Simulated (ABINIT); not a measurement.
## PbO (P4/nmm): G0W0 with ABINIT, start to end

Aim: the G0W0 gap of PbO (P4/nmm) on PBE, step by step.

Method: PBE and many-body steps on it, plane waves, in ABINIT 10.8.3.

The database entry behind the starting cell differs from other determinations of this structure, so it need not match the best structure at room temperature.

### 1. Starting point

Symmetry: P4/nmm, No. 129, tetragonal system. Conventional cell: a = 3.975 Å, b = 3.975 Å, c = 5.023 Å, α = 90.00°, β = 90.00°, γ = 90.00°. Nearest to Pb lie 4 O at 2.32 Å. O has 4 Pb at 2.32 Å nearest. Farther neighbours, and contacts between anions beyond the nearest, are not listed.

The cell and positions come from the Crystallography Open Database and are kept as given unless a step says otherwise.

### 2. Ground state

This step: ABINIT 10.8.3; DFT, PBE, plane waves, norm-conserving pseudopotentials.

The ground-state density comes first.

Input file run.abi:

```
acell 3*1.0 Angstrom
rprim 
  3.974800000000 0.000000000000 0.000000000000
  0.000000000000 3.974800000000 0.000000000000
  0.000000000000 0.000000000000 5.022700000000
ntypat 2
znucl 82 8
natom 4
typat 1 1 2 2
xred 
  0.000000000000 0.500000000000 0.238514000000
  0.500000000000 0.000000000000 0.761486000000
  0.000000000000 0.000000000000 0.000000000000
  0.500000000000 0.500000000000 0.000000000000
pp_dirpath "pseudos"
pseudos "Pb.upf, O.upf"
ecut 36
ngkpt 6 6 4
nshiftk 1
shiftk 0 0 0
kptopt 1
chksymbreak 0
nband 26
occopt 1
tolvrs 1e-10
nstep 60
prtwf 0
optforces 0
optstress 0
indata_prefix "in"
outdata_prefix "out"
tmpdata_prefix "tmp"
```

Started as:

```sh
> OMP_NUM_THREADS=1 mpirun -n 8 abinit run.abi > log
```

Log:

```text
.Version 10.8.3 of ABINIT. v10.8.2 released Aug 2026.

 Symmetries : space group P4/n m m (#129); Bravais tP (primitive tetrag.)
================================================================================
 Values of the parameters that define the memory need of the present run
     intxc =       0    ionmov =       0      iscf =       7    lmnmax =       6
     lnmax =       6     mgfft =      54  mpssoang =       3    mqgrid =    3001
     natom =       4  nloc_mem =       1    nspden =       1   nspinor =       1
    nsppol =       1      nsym =      16    n1xccc =    2501    ntypat =       2
    occopt =       1   xclevel =       2
-    mband =          26        mffmem =           1         mkmem =           4
       mpw =        5544          nfft =      109350          nkpt =          30
================================================================================
  Rough estimation (10% accuracy) of disk space for files :
================================================================================

--------------------------------------------------------------------------------
------------- Echo of variables that govern the present computation ------------
--------------------------------------------------------------------------------
 -outvars: echo values of preprocessed input variables --------
            acell      1.8897261259E+00  1.8897261259E+00  1.8897261259E+00 Bohr

      chksymbreak           0
             ecut      3.60000000E+01 Hartree
-          fftalg         312

              ixc     -101130
              kpt      0.00000000E+00  0.00000000E+00  0.00000000E+00
                       1.66666667E-01  0.00000000E+00  0.00000000E+00
                       3.33333333E-01  0.00000000E+00  0.00000000E+00
                       5.00000000E-01  0.00000000E+00  0.00000000E+00
                       1.66666667E-01  1.66666667E-01  0.00000000E+00
                       3.33333333E-01  1.66666667E-01  0.00000000E+00
                       5.00000000E-01  1.66666667E-01  0.00000000E+00
                       3.33333333E-01  3.33333333E-01  0.00000000E+00
                       5.00000000E-01  3.33333333E-01  0.00000000E+00
   [... 19 further rows ...]
                       5.00000000E-01  3.33333333E-01  5.00000000E-01
                       5.00000000E-01  5.00000000E-01  5.00000000E-01
         kptrlatt        6    0    0      0    6    0      0    0    4
          kptrlen      3.79661097E+01
P           mkmem           4
            natom           4
            nband          26
            ngfft          45      45      54
             nkpt          30
            nstep          60
             nsym          16
           ntypat           2
              occ      2.000000  2.000000  2.000000  2.000000  2.000000  2.000000
                       2.000000  2.000000  2.000000  2.000000  2.000000  2.000000
                       2.000000  2.000000  2.000000  2.000000  2.000000  2.000000
                       2.000000  2.000000  0.000000  0.000000  0.000000  0.000000
                       0.000000  0.000000
        optforces           0
        optstress           0
            prtwf           0
            rprim      3.9748000000E+00  0.0000000000E+00  0.0000000000E+00
[...]
spgroup         129

           tolvrs      1.00000000E-10

             xred      0.0000000000E+00  5.0000000000E-01  2.3851400000E-01
[...]
znucl       82.00000    8.00000

================================================================================

 chkinp: Checking input parameters for consistency.

================================================================================
== DATASET  1 ==================================================================
-   mpi_nproc: 8, omp_nthreads: 1 (-1 if OMP is not activated)

--- !DatasetInfo
iteration_state: {dtset: 1, }
dimensions: {natom: 4, nkpt: 30, mband: 26, nsppol: 1, nspinor: 1, nspden: 1, mpw: 5544, }
cutoff_energies: {ecut:  36.0, pawecutdg:  -1.0, }
electrons: {nelect:   4.00000000E+01, charge:   0.00000000E+00, occopt:   1.00000000E+00, tsmear:   1.00000000E-02, }

 Real(R)+Recip(G) space primitive vectors, cartesian coordinates (Bohr,Bohr^-1):
 R(1)=  7.5112834  0.0000000  0.0000000  G(1)=  0.1331330  0.0000000  0.0000000
 R(2)=  0.0000000  7.5112834  0.0000000  G(2)=  0.0000000  0.1331330  0.0000000
 R(3)=  0.0000000  0.0000000  9.4915274  G(3)=  0.0000000  0.0000000  0.1053571
 Unit cell volume ucvol=  5.3550608E+02 bohr^3
 Angles (23,13,12)=  9.00000000E+01  9.00000000E+01  9.00000000E+01 degrees

 getcut: wavevector=  0.0000  0.0000  0.0000  ngfft=  45  45  54
         ecut(hartree)=     36.000   => boxcut(ratio)=   2.10640

--- Pseudopotential description ------------------------------------------------
- Pb Generated using ONCVPSP code by D. R. Hamann
- 82.00000  14.00000  171031                  znucl, zion, pspdat
12 -101130 2 -1 1678                          pspcod,pspxc,lmax,lloc,mmax
     nproj     2     2     2
  pspatm : epsatm=   44.51699805
         --- l  ekb(1:nproj) -->
[...]
pspatm: atomic psp has been read  and splines computed

- O Generated using ONCVPSP code by D. R. Hamann
-  8.00000   6.00000  171031                  znucl, zion, pspdat
12 -101130 2 -1 936                           pspcod,pspxc,lmax,lloc,mmax
     nproj     2     2     1
  pspatm : epsatm=    6.19545534
         --- l  ekb(1:nproj) -->
[...]
2   -1.331955
 pspatm: atomic psp has been read  and splines computed

   4.05699627E+03                                ecore*ucvol(ha*bohr**3)
--------------------------------------------------------------------------------

_setup2: Arith. and geom. avg. npw (full set) are    5524.743    5524.733

================================================================================

--- !BeginCycle
iteration_state: {dtset: 1, }
solver: {iscf: 7, nstep: 60, nline: 4, wfoptalg: 0, }
tolerances: {tolvrs: 1.00E-10, }

     iter   Etot(hartree)      deltaE(h)  residm     vres2
 ETOT  1  -173.16691356002    -1.732E+02 2.224E-01 2.371E+03
 ETOT  2  -172.78833243545     3.786E-01 2.929E-02 4.975E+03
 ETOT  3  -173.79709306500    -1.009E+00 3.160E-02 2.730E+02
 ETOT  4  -173.82318320148    -2.609E-02 1.024E-02 1.053E+02
 ETOT  5  -173.83250418297    -9.321E-03 1.501E-03 8.533E+00
 ETOT  6  -173.83442300340    -1.919E-03 4.095E-04 4.860E-02
 ETOT  7  -173.83442677420    -3.771E-06 1.638E-04 5.479E-03
 ETOT  8  -173.83442689801    -1.238E-07 8.078E-05 7.669E-03
 ETOT  9  -173.83442818148    -1.283E-06 6.762E-05 8.950E-04
 ETOT 10  -173.83442824484    -6.336E-08 4.092E-05 1.151E-06
 ETOT 11  -173.83442824523    -3.886E-10 7.882E-05 4.100E-08
 ETOT 12  -173.83442824523    -1.080E-12 4.872E-05 1.309E-09
 ETOT 13  -173.83442824524    -6.480E-12 1.015E-04 6.506E-11

 At SCF step   13       vres2   =  6.51E-11 < tolvrs=  1.00E-10 =>converged.

--- !ResultsGS
iteration_state: {dtset: 1, }
comment   : Summary of ground state results
lattice_vectors:
- [  7.5112834,   0.0000000,   0.0000000, ]
- [  0.0000000,   7.5112834,   0.0000000, ]
- [  0.0000000,   0.0000000,   9.4915274, ]
lattice_lengths: [   7.51128,    7.51128,    9.49153, ]
lattice_angles: [ 90.000,  90.000,  90.000, ] # degrees, (23, 13, 12)
lattice_volume:   5.3550608E+02
convergence: {deltae: -6.480E-12, res2:  6.506E-11, residm:  1.015E-04, diffor:  0.000E+00, }
etotal    :  -1.73834428E+02
entropy   :   0.00000000E+00
fermie    :   1.38128484E-01
cartesian_stress_tensor: null
pressure_GPa: null
xred      :
- [  0.0000E+00,   5.0000E-01,   2.3851E-01, Pb]
- [  5.0000E-01,   0.0000E+00,   7.6149E-01, Pb]
- [  0.0000E+00,   0.0000E+00,   0.0000E+00,  O]
- [  5.0000E-01,   5.0000E-01,   0.0000E+00,  O]
cartesian_forces: null
force_length_stats: {min: null, max: null, mean: null, }

 Integrated electronic density in atomic spheres:
 ------------------------------------------------
 Atom  Sphere_radius  Integrated_density
[...]
4        2.00000          6.13675014
================================================================================

 ----iterations are completed or convergence reached----

 Mean square residual over all n,k,spin=   16.765E-08; max=  10.149E-05
 reduced coordinates (array xred) for    4 atoms
       0.000000      0.500000      0.238514
       0.500000      0.000000      0.761486
       0.000000      0.000000      0.000000
       0.500000      0.500000      0.000000
 rms dE/dt=  0.0000E+00; max dE/dt=  0.0000E+00; dE/dt below (all hartree)
    1       0.000000      0.000000      0.000000
    2       0.000000      0.000000      0.000000
    3       0.000000      0.000000      0.000000
    4       0.000000      0.000000      0.000000

 cartesian coordinates (angstrom) at end:
    1      0.000000     1.987400     1.197984
    2      1.987400     0.000000     3.824716
    3      0.000000     0.000000     0.000000
    4      1.987400     1.987400     0.000000
 length scales=  1.889726  1.889726  1.889726 bohr
              =  1.000000  1.000000  1.000000 angstroms
 prteigrs : about to open file out_EIG
 Fermi (or HOMO) energy (hartree) =   0.13813   Average Vxc (hartree)=  -0.37123
 Eigenvalues (hartree) for nkpt=  30  k points:
 kpt#   1, nband= 26, wtk=  0.00694, kpt=  0.0000  0.0000  0.0000 (reduced coord)
  -0.53526   -0.51591   -0.45139   -0.45139   -0.44927   -0.44820   -0.44540   -0.44335
  -0.44302   -0.44302   -0.44179   -0.39210   -0.12655   -0.10921   -0.01697   -0.01697
   0.07587    0.07907    0.07907    0.13813    0.22595    0.34251    0.34292    0.34292
   0.38137    0.38137
 prteigrs : prtvol=0 or 1, do not print more k-points.

--- !EnergyTerms
iteration_state     : {dtset: 1, }
comment             : Components of total free energy in Hartree
kinetic             :  9.146902E+01
hartree             :  4.083520E+01
xc                  : -4.839368E+01
Ewald energy        : -1.134778E+02
psp_core            :  7.576004E+00
local_psp           : -1.177671E+02
non_local_psp       : -3.407607E+01
total_energy        : -1.738344E+02
total_energy_eV     : -4.730276E+03
band_energy         : -1.082443E+01

== END DATASET(S) ==============================================================
================================================================================

 -outvars: echo values of variables after computation  --------
           etotal     -1.7383442825E+02
            nband          26
             nkpt          30
          spgroup         129
 [... the other variables as echoed above ...]

 Calculation completed.
```

Elapsed: 25 s, on 8 MPI ranks of Arm Neoverse V2, shared host; peak memory 0.69 GiB; 3.3 min of CPU time.

This step gave:

| Quantity | Value |
| --- | --- |
| total energy | -4730.2758 eV |
| gap | 1.154 eV |
| k of the valence top | 0, 0, 0 |
| k of the conduction bottom | 0.5, 0.5, 0 |
| least direct gap | 2.145 eV |

The gap is indirect, with the least direct gap 0.99 eV higher.

(Part 1 of 3 ends here.)

[Long decimals in the printed logs are rounded to 6 places.]

[Logs are printed without paths, hosts, clocks, repeated set-up lines and the standing remarks that a program may print on its own settings, such as how far it seeks lower states.]

[Paths, hosts, dates, memory and timing lines, banners, echoed tables and standing remarks are left out of the program output; an Ansatz launch command may be rebuilt from the run's recorded settings. Measured values are a selection of at most five: reports struck by readers or far from the other reports are left out. None is set beside runs whose start may be inverted or whose files or cutoffs have a known fault.]

[Runs of the session that timed out or met a known fault of the program may be left out.]

[Hosts, paths, dates, database ids (printed as entryN), source tags and the programs' standing remarks are cut or masked in the printed files.]

[G0W0 gaps are taken among the corrected bands and points alone; a level outside them can change the order at an edge.]

[Where Ansatz stands beside ABINIT at settings called matched, ABINIT's density can come from a denser mesh and the files from another edition; pairs whose starting gaps differed by over 0.03 eV were left out, so agreement reads better than it is.]
